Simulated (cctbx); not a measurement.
# Diagnosing a refinement

Cell a = 11.7620 Å, b = 14.9410 Å, c = 13.6510 Å, α = 90.00°, β = 124.87°, γ = 90.00°; space group P2_1/c (no. 14).

The data are simulated with cctbx, not measured: Cu Kα, λ = 1.54184 Å, to d = 0.83 Å, 70 % of the full sphere, strongest reflection 70000 counts, noise from counting, a 4 % proportional error and a noise floor of 2 counts (s.d.); no absorption.

An anisotropic refinement with weights 1/σ² prints:

```text
Rint 0.032, 3561 unique reflections to 0.83 A
cycle     R1     wR2    GooF  max shift (A)
   1  0.1840  0.4588  10.162   0.02483
   2  0.1780  0.4233   9.377   0.00021
final R1 0.1779 wR2 0.4233 GooF 9.377  parameters 117  data/parameter 30.4
atom        x        y        z      Ueq    occ   su(xyz)  su(Uiso or U11)
Ba1    0.92286  0.43485  0.58312   0.0055  1.000  0.00029  0.0015
Ba2    0.13525  0.24923  0.97172   0.0054  1.000  0.00027  0.0014
Ba3    0.61690  0.90718  0.65523   0.0043  1.000  0.00027  0.0014
Sb1    0.88248  0.09155  0.30935   0.0063  1.000  0.00031  0.0014
Sb2    0.35317  0.43729  0.57624   0.0059  1.000  0.00031  0.0015
Sb3    0.89279  0.74108  0.79218   0.0055  1.000  0.00031  0.0015  NPD
Sb4    0.60733  0.90354  0.40946   0.0052  1.000  0.00032  0.0015
Sb5    0.36634  0.73799  0.54093   0.0026  1.000  0.00027  0.0014  NPD
Sb6    0.84622  0.10147  0.79955   0.0048  1.000  0.00030  0.0015  NPD
Sr1    0.59857  0.28289  0.68955   0.0034  1.000  0.00042  0.0021  NPD
Sr2    0.64565  0.57569  0.67431   0.0035  1.000  0.00043  0.0019
Sr3    0.13981  0.56924  0.95767   0.0070  1.000  0.00041  0.0020
V1     0.63354  0.09099  0.81791   0.0140  1.000  0.00102  0.0046
difference map: max 92.10 min -7.89 rms 2.32
Q1    0.1315  0.7414  0.3029    4   94.04  2.66 A from Sb1
Q2    0.1015  0.2557  0.2098    4   25.35  0.10 A from Sb3
Q3    0.1330  0.2467  0.4754    4   24.90  0.09 A from Ba2
Q4    0.0723  0.5637  0.4159    4   22.89  0.05 A from Ba1
Q5    0.1510  0.6067  0.7053    4   22.32  0.12 A from Sb6
Q6    0.1374  0.5979  0.1979    4   22.00  0.22 A from Sb1
```

**Question.** Can this result stand? If not, what is the likely fault?

Mend it. The fault: an atom left out, Ga at (0.8694, 0.2582, 0.6977). Against the right model at the same level, R1 goes from 0.0168 to 0.1779 and GooF from 0.92 to 9.38, U of Sb5 shrinks from 0.0085 to 0.0026 Å², U of Ba3 shrinks from 0.0108 to 0.0043 Å², U of Sb4 shrinks from 0.0117 to 0.0052 Å², U of Sr3 shrinks from 0.0135 to 0.0070 Å², the top difference peak, 94.0 e/Å³, lies 2.66 Å from Sb1 and Sb3, Sb5, Sb6 and Sr1 go non-positive-definite. Q1 is the missing atom. With scattering power missing, scale and phases suffer, so peaks may also grow on the heavy atoms.

The compound is Ba3Sr3VGaSb6. The right model at the same level gives:

```text
Rint 0.032, 3561 unique reflections to 0.83 A
cycle     R1     wR2    GooF  max shift (A)
   1  0.0248  0.0659   1.462   0.00124
   2  0.0168  0.0417   0.924   0.00000
final R1 0.0168 wR2 0.0417 GooF 0.924  parameters 126  data/parameter 28.3
atom        x        y        z      Ueq    occ   su(xyz)  su(Uiso or U11)
Ba1    0.92318  0.43480  0.58316   0.0100  1.000  0.00003  0.0001
Ba2    0.13521  0.24960  0.97231   0.0102  1.000  0.00003  0.0001
Ba3    0.61769  0.90749  0.65545   0.0108  1.000  0.00003  0.0001
Sb1    0.88110  0.09221  0.30892   0.0113  1.000  0.00003  0.0001
Sb2    0.35346  0.43728  0.57610   0.0113  1.000  0.00003  0.0001
Sb3    0.89288  0.74133  0.79151   0.0090  1.000  0.00003  0.0001
Sb4    0.60716  0.90380  0.40970   0.0117  1.000  0.00003  0.0001
Sb5    0.36581  0.73779  0.54054   0.0085  1.000  0.00003  0.0001
Sb6    0.84633  0.10179  0.79909   0.0091  1.000  0.00003  0.0001
Sr1    0.59810  0.28411  0.68954   0.0087  1.000  0.00004  0.0002
Sr2    0.64546  0.57611  0.67387   0.0089  1.000  0.00004  0.0002
Sr3    0.13890  0.56919  0.95733   0.0135  1.000  0.00004  0.0002
Ga1    0.86936  0.25816  0.69763   0.0109  1.000  0.00006  0.0003
V1     0.63307  0.08996  0.81911   0.0131  1.000  0.00008  0.0004
difference map: max 0.75 min -0.75 rms 0.18
Q1    0.1381  0.5817  0.5541    4    0.78  1.60 A from Ba1
Q2    0.3555  0.1410  0.7091    4    0.77  1.87 A from Sr2
Q3    0.4061  0.0823  0.0421    4    0.76  1.01 A from Sb2
Q4    0.4379  0.1922  0.1203    4    0.75  1.59 A from Sr1
Q5    0.3947  0.7264  0.9083    4    0.74  1.63 A from Sr1
Q6    0.3510  0.0576  0.4209    4    0.73  1.39 A from Ba3
```

The model is made up (kin elements in a known structure type, no relaxation), so it says nothing on whether the phase exists.

[Middle refinement cycles are left out of these outputs.]

[Logs are printed without paths, hosts, clocks, repeated set-up lines and the standing remarks that a program may print on its own settings, such as how far it seeks lower states.]
